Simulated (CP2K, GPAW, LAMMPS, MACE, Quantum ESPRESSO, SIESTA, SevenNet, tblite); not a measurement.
**Amorphous Cd8Zn24Te9S23 (64 atoms): one structure in several programs**

Aim: run amorphous Cd8Zn24Te9S23 (64 atoms) in several programs and set results and cost side by side. A plane-wave run serves as the reference.

Program: Quantum ESPRESSO 7.5. Level of theory: Kohn-Sham DFT, PBE, SSSP efficiency 1.3.0 pseudopotentials, plane waves. Results are calculated unless marked as measured.

## Step 1: Set-up

The cell holds 64 atoms: 8 Cd, 24 Zn, 9 Te and 23 S. Cell: a = 11.623 Å, b = 11.623 Å, c = 11.623 Å, α = 90.0°, β = 90.0°, γ = 90.0°. 64 atoms (8 Cd, 24 Zn, 9 Te, 23 S) placed at random at 4.61 g/cm³, melted at 2500 K for 10 ps at fixed volume with the Stillinger-Weber II-VI potential (Zhou et al., Phys. Rev. B 88, 085309 (2013)). Quenched from 2500 K to 300 K at 100 K/ps and fixed volume, held 5 ps.

## Step 2: Reference: Quantum ESPRESSO, plane waves

The input, pw.in:

```
&control
  calculation = 'scf'
  pseudo_dir = './pseudo'
  outdir = './tmp'
  disk_io = 'none'
  tprnfor = .true.
  tstress = .true.
/
&system
  ibrav = 0
  nat = 64
  ntyp = 4
  ecutwfc = 60
  ecutrho = 480
  nosym = .true.
  occupations = 'smearing'
  smearing = 'fd'
  degauss = 0.003675
/
&electrons
  conv_thr = 3.2e-07
  electron_maxstep = 100
  mixing_beta = 0.2
  mixing_mode = 'local-TF'
  diagonalization = 'david'
/
ATOMIC_SPECIES
Cd 112.414 Cd.upf
Zn 65.380 Zn.upf
Te 127.600 Te.upf
S 32.060 S.upf
CELL_PARAMETERS angstrom
11.62280 0.00000 0.00000
0.00000 11.62280 0.00000
0.00000 0.00000 11.62280
ATOMIC_POSITIONS crystal
Cd 0.12770 0.66958 0.97143
Cd 0.86102 0.82715 0.90270
Cd 0.96007 0.11989 0.70473
Cd 0.26177 0.30535 0.80199
Cd 0.52213 0.57229 0.75009
Cd 0.84563 0.54053 0.68241
Cd 0.00760 0.35722 0.97394
Cd 0.15557 0.09117 0.33121
Zn 0.59575 0.35548 0.92328
Zn 0.56739 0.53264 0.21790
Zn 0.61895 0.65040 0.45217
Zn 0.09874 0.58372 0.31566
[... 48 atom lines left out ...]
S 0.14857 0.41107 0.49474
S 0.75396 0.53182 0.33613
S 0.96846 0.14541 0.92631
S 0.62570 0.15804 0.89716
K_POINTS gamma
```

Run with:

```
> OMP_NUM_THREADS=1 mpirun -np 4 pw.x -in pw.in > output.txt
```

What it wrote:

```text
Program PWSCF
     gamma-point specific algorithms are used
     one sub-group per band group will be used
     scalapack distributed-memory algorithm (size of sub-group:  2*  2 procs)
     Parallelization info
     sticks:   dense  smooth     PW     G-vecs:    dense   smooth      PW
     Min        4612    2307    577               470548   166234   20778
     Max        4613    2310    580               470549   166236   20782
     Sum       18449    9233   2313              1882193   664941   83119
     bravais-lattice index     =            0
     lattice parameter (alat)  =      21.9639  a.u.
     unit-cell volume          =   10595.6815 (a.u.)^3
     number of atoms/cell      =           64
     number of atomic types    =            4
     number of electrons       =       768.00
[... lines left out ...]
     scf convergence threshold =      3.2E-07
[... lines left out ...]
     number of k points=     1  Fermi-Dirac smearing, width (Ry)=  0.0037
[... lines left out ...]
     total energy              =  -12850.20214659 Ry
[... lines left out ...]
     total energy              =  -12849.05008079 Ry
[... lines left out ...]
     total energy              =  -12849.52427889 Ry
[... lines left out ...]
     total energy              =  -12849.50001000 Ry
[... lines left out ...]
     total energy              =  -12849.50001220 Ry
[... lines left out ...]
   -74.1175 -74.0743 -74.0734 -74.0587 -74.0438 -74.0416 -74.0394 -74.0393
   -74.0386 -74.0155 -74.0085 -74.0063 -74.0053 -73.9967 -73.9925 -73.9912
   -73.9856 -73.9773 -73.9643 -73.9440 -73.9182 -73.8156 -73.7922 -73.7808
[...]
11.1377  11.2540  11.3214  11.3574  11.3822  11.4325  11.4555  11.5317
    11.5650  11.6333  11.7207  11.7629  11.7891  11.8310  11.8561  11.9434
    12.0043  12.0390  12.0897  12.1594  12.1937
     the Fermi energy is     6.7976 ev
!    total energy              =  -12849.50001607 Ry
     estimated scf accuracy    <       0.00000030 Ry
     smearing contrib. (-TS)   =      -0.01387278 Ry
     internal energy E=F+TS    =  -12849.48614329 Ry
     The total energy is F=E-TS. E is the sum of the following terms:
     one-electron contribution =  -13032.98237739 Ry
     hartree contribution      =    6763.82180281 Ry
     xc contribution           =   -1678.82244190 Ry
     ewald contribution        =   -4901.50312681 Ry
     convergence has been achieved in  17 iterations
     Forces acting on atoms (cartesian axes, Ry/au):
     atom    1 type  1   force =     0.00013889   -0.00574873   -0.01165466
     atom    2 type  1   force =     0.00710134   -0.00390294   -0.01611577
     atom    3 type  1   force =     0.00752465   -0.00560819   -0.00585882
[...]
atom   63 type  4   force =    -0.01048115    0.00565763    0.01141414
     atom   64 type  4   force =    -0.01108175    0.00162903   -0.01020327
     Total force =     0.244626     Total SCF correction =     0.003374
     Computing stress (Cartesian axis) and pressure
          total   stress  (Ry/bohr**3)                   (kbar)     P=       -8.86
  -0.00006585  -0.00001175  -0.00003149           -9.69       -1.73       -4.63
  -0.00001175  -0.00002995  -0.00000374           -1.73       -4.41       -0.55
  -0.00003149  -0.00000374  -0.00008496           -4.63       -0.55      -12.50
     Message from routine punch:
     Nothing written, as per user request (disk_io='none')
```

It took 9.5 min on 4 MPI ranks of Arm Neoverse V1, shared host; peak memory 5.3 GiB; 38 min of CPU time.

Banners, paths, timers and routine set-up lines are dropped from the logs unmarked, and long logs keep their key lines alone; longer cuts are marked.

Numbers from this run:

```
r.m.s. force component : 0.4539 eV/Å
longest force          : 1.653 eV/Å
pressure               : -0.8867 GPa
```

## Step 3: What was run beside it

The programs:
- CP2K 2026.2: Gaussian basis with GTH pseudopotentials and a plane-wave density; labels give functional, basis (MOLOPT sets; SR short-range, UZH the newer set with its own potentials), grid cutoff/relative cutoff and solver (OT: orbital transformation; TRS4, TC2, SIGN: linear-scaling purification with its sparsity filter), or its built-in tight binding.
- GPAW 26.7.0: PAW with atomic orbitals (LCAO), plane waves or a real-space grid of spacing h.
- MACE: machine-learned potential, published weights.
- Quantum ESPRESSO 7.5: plane waves; labels (QE) give functional, pseudopotential set and cutoffs of waves/density.
- SIESTA 5.4.2: numerical atomic orbitals, whose automatically made sets are far from complete, with PseudoDojo norm-conserving potentials that we converted to its format (checked against plane waves on the same files for H, C, O, Si, Ge and Ca alone); labels give functional, basis size, energy shift and mesh cutoff.
- SevenNet: machine-learned potential, published weights.
- tblite 0.8.0: extended tight binding, driven from Python.

All use the same cell and atoms; the electronic-structure runs use the same k-mesh, and an electronic temperature of 580 K (0.05 eV) where levels are smeared.

Differences are against the plane-wave reference, forces as r.m.s. over components; share is that over the reference's r.m.s. force, slope the least-squares factor from reference forces to these. Total energies of different programs have different zeros and aren't compared.

```
                                                         run  Δ force, r.m.s. (meV/Å)  share (%)  slope  Δ pressure (GPa)  cores  CPU time  memory (GiB)
                                                   reference                        -          -      -                 -      4    38 min           5.3
     CP2K PBE, DZVP-UZH, 280/50 Ry, diagonalisation (coarse)                     1483        327  1.199              1.51      4   7.8 min           3.9
              CP2K PBE, DZVP-UZH, 800/50 Ry, diagonalisation                     32.5       7.17  1.015             0.416      4    10 min           9.2
CP2K PBE, SZV-MOLOPT-SR, 800/50 Ry, diagonalisation (coarse)                      291       64.1  1.355            0.0682      2     5 min           6.4
                                 GPAW PBE, LCAO dzp, h 0.2 Å                     45.5       10.0  1.021                 -      1   4.7 min           1.8
           GPAW PBE, LCAO dzp, h 0.2 Å, other mixer settings                     44.6       9.83  1.020                 -      1   6.7 min           1.7
                       GPAW PBE, LCAO dzp, h 0.25 Å (coarse)                     45.7       10.1  1.028                 -      1   2.9 min           1.0
                   GPAW PBE, LCAO szp(dzp), h 0.2 Å (coarse)                     69.7       15.4  1.031                 -      1   3.4 min           1.7
                                     GPAW PBE, grid h 0.18 Å                     21.7       4.78  0.996                 -      4    72 min           5.0
                                 MACE MP-0b2 small potential                      202       44.5  0.681            0.0855      1     7.2 s          0.67
             QE PBE+D3(BJ), sssp-1.3.0-efficiency, 60/480 Ry                     8.74       1.93  1.001             -2.14      4    39 min           5.3
         SIESTA PBE, DZ, shift 0.01 Ry, mesh 500 Ry (coarse)                      295       65.1  1.174            0.0919      1   3.6 min           1.0
                 SIESTA PBE, DZP, shift 0.01 Ry, mesh 500 Ry                      112       24.7  1.048             -2.36      2   6.1 min           1.8
         SIESTA PBE, SZ, shift 0.01 Ry, mesh 500 Ry (coarse)                      878        193  2.029              1.30      1   3.1 min           0.9
        SIESTA PBE, SZP, shift 0.01 Ry, mesh 500 Ry (coarse)                      292       64.4  1.288             -5.80      2   5.3 min           1.6
              SIESTA PBEsol, DZP, shift 0.01 Ry, mesh 500 Ry                      111       24.5  1.017             -5.34      2   6.2 min           1.8
                                        SevenNet 0 potential                      189       41.7  0.719            -0.221      1     8.1 s          0.69
                                     SevenNet l3i5 potential                      140       30.9  0.825            -0.318      1     9.9 s          0.94
                                             tblite GFN1-xTB                      326       71.7  0.876              2.73      1     3.4 s          0.11
```

Rows marked coarse were listed beforehand as settings not expected to be converged; some can still land near the reference.

Times of the machine-learned potentials are mostly Python's start and the loading of weights.

CPU time is summed over cores on a shared host, where runs went side by side, so it is rough. Symmetry, cutoffs, thresholds, outputs and thread counts weren't matched or tuned between programs; memory under MPI is the largest rank's times the ranks.

Mean charges by element (e), by run and scheme:

```
                                           run     scheme     Cd     Zn     Te      S
CP2K PBE, DZVP-UZH, 800/50 Ry, diagonalisation   Mulliken  +0.35  +0.12  +0.23  -0.33
CP2K PBE, DZVP-UZH, 800/50 Ry, diagonalisation  Hirshfeld  +0.23  +0.22  -0.14  -0.25
   SIESTA PBE, DZP, shift 0.01 Ry, mesh 500 Ry  Hirshfeld  +0.25  +0.58  -0.41  -0.53
SIESTA PBEsol, DZP, shift 0.01 Ry, mesh 500 Ry  Hirshfeld  +0.24  +0.57  -0.41  -0.52
                               tblite GFN1-xTB   Mulliken   0.00  +0.24  -0.02  -0.24
```

Within one program, basis, potentials and functional, energies share a zero. Each run against its twin at the usual cutoff or grid and solver:

```
                                              run                                  twin  Δ energy (meV/atom)  Δ force, r.m.s. (meV/Å)  CPU time over the twin's
   CP2K PBE, DZVP-UZH, 280/50 Ry, diagonalisation  DZVP-UZH, 800/50 Ry, diagonalisation                -60.1                     1482                      0.77
GPAW PBE, LCAO dzp, h 0.2 Å, other mixer settings                     LCAO dzp, h 0.2 Å               1.0e-4                     3.15                       1.4
                     GPAW PBE, LCAO dzp, h 0.25 Å                     LCAO dzp, h 0.2 Å                 53.2                     25.8                      0.62
```

## Step 4: Summary of results

```yaml
reference_r_m_s_force_component: 0.454 eV/Å
nearest_in_forces: QE PBE+D3(BJ), sssp-1.3.0-efficiency, 60/480 Ry, 1.9 %
farthest_in_forces: CP2K PBE, DZVP-UZH, 280/50 Ry, diagonalisation (coarse), 327 %
cheapest_electronic_structure_run_beside_the_reference: tblite GFN1-xTB, 3.4 s of CPU time
```

**Reading.** PBE on plane waves or a grid with other potentials, cutoffs or grids, coarse settings apart, differs from the reference by 4.8 % (GPAW PBE, grid h 0.18 Å) of the r.m.s. force; this holds the reference's own error, so differences of a few per cent don't tell which side is nearer the exact PBE result. The PBE runs in local orbitals, coarse settings apart, differ by 7.2 % (CP2K PBE, DZVP-UZH, 800/50 Ry, diagonalisation) to 25 % (SIESTA PBE, DZP, shift 0.01 Ry, mesh 500 Ry); basis, grid and potentials can all enter. Tight binding differs by 72 % (tblite GFN1-xTB); it is another model, with fitted parameters of its own, and the xTB methods hold dispersion. Machine-learned potentials differ by 31 % (SevenNet l3i5 potential) to 45 % (MACE MP-0b2 small potential); they were trained on other programs' data. Among those trained on PBE data the slope goes as low as 0.68. In the reference's own program, potentials and cutoffs, a change of model alone moves forces by 1.9 % (QE PBE+D3(BJ), sssp-1.3.0-efficiency, 60/480 Ry). Other rows with another functional or a dispersion term differ by 24 % (SIESTA PBEsol, DZP, shift 0.01 Ry, mesh 500 Ry), which mixes the change of model with differences of basis and potentials. Runs with settings chosen to be coarse differ by 10 % (GPAW PBE, LCAO dzp, h 0.25 Å) to 327 % (CP2K PBE, DZVP-UZH, 280/50 Ry, diagonalisation), their programs' other errors included. Of the electronic-structure runs that take under half the reference's CPU time, CP2K PBE, DZVP-UZH, 800/50 Ry, diagonalisation comes nearest, at 7.2 % in 10 min against 38 min. In pressure, SIESTA PBE, SZP, shift 0.01 Ry, mesh 500 Ry misses by -5.8 GPa, at the same functional. Charges hang on model, scheme and program or settings: among these rows the mean for Te runs from -0.41 to +0.23 e, even in sign. In the reference: levels near the Fermi energy are neither full nor empty under the smearing, so no gap is quoted. Periodic xTB results under one method name differ between programs and library versions. The potentials hold different valence shells: 768 electrons in the reference, 576 in CP2K with SZV-MOLOPT-SR, 576 in GPAW and 922 in SIESTA; this bears on time and differences. The reference's pressure holds the uncorrected Pulay stress of its 60 Ry basis, so small pressure differences, and their order, may be the reference's own error. Machine-learned potentials mimic data converged in k, so the reference's own k-point error enters their differences. The quench rate of 100 K/ps is many orders above laboratory rates, so the cell is likely richer in defects and strain than a real sample. The network of bonds at the start is that of the classical potential that made the cell, and needn't be the one that DFT or experiment would give. The electronic-structure runs sample only Γ, in a cell whose shortest periodic width is 12 Å, which is coarse for a cell with partly filled levels. Spin–orbit coupling is left out, which matters for the levels of the heavy elements.

[Also dropped from logs without a mark: logging warnings of Python, and SIESTA's first energy breakdown and zero terms.]

[Logs are printed without paths, hosts, clocks, repeated set-up lines and the standing remarks that a program may print on its own settings, such as how far it seeks lower states.]

[Hosts, paths, dates, database ids (printed as entryN), source tags and the programs' standing remarks are cut or masked in the printed files.]
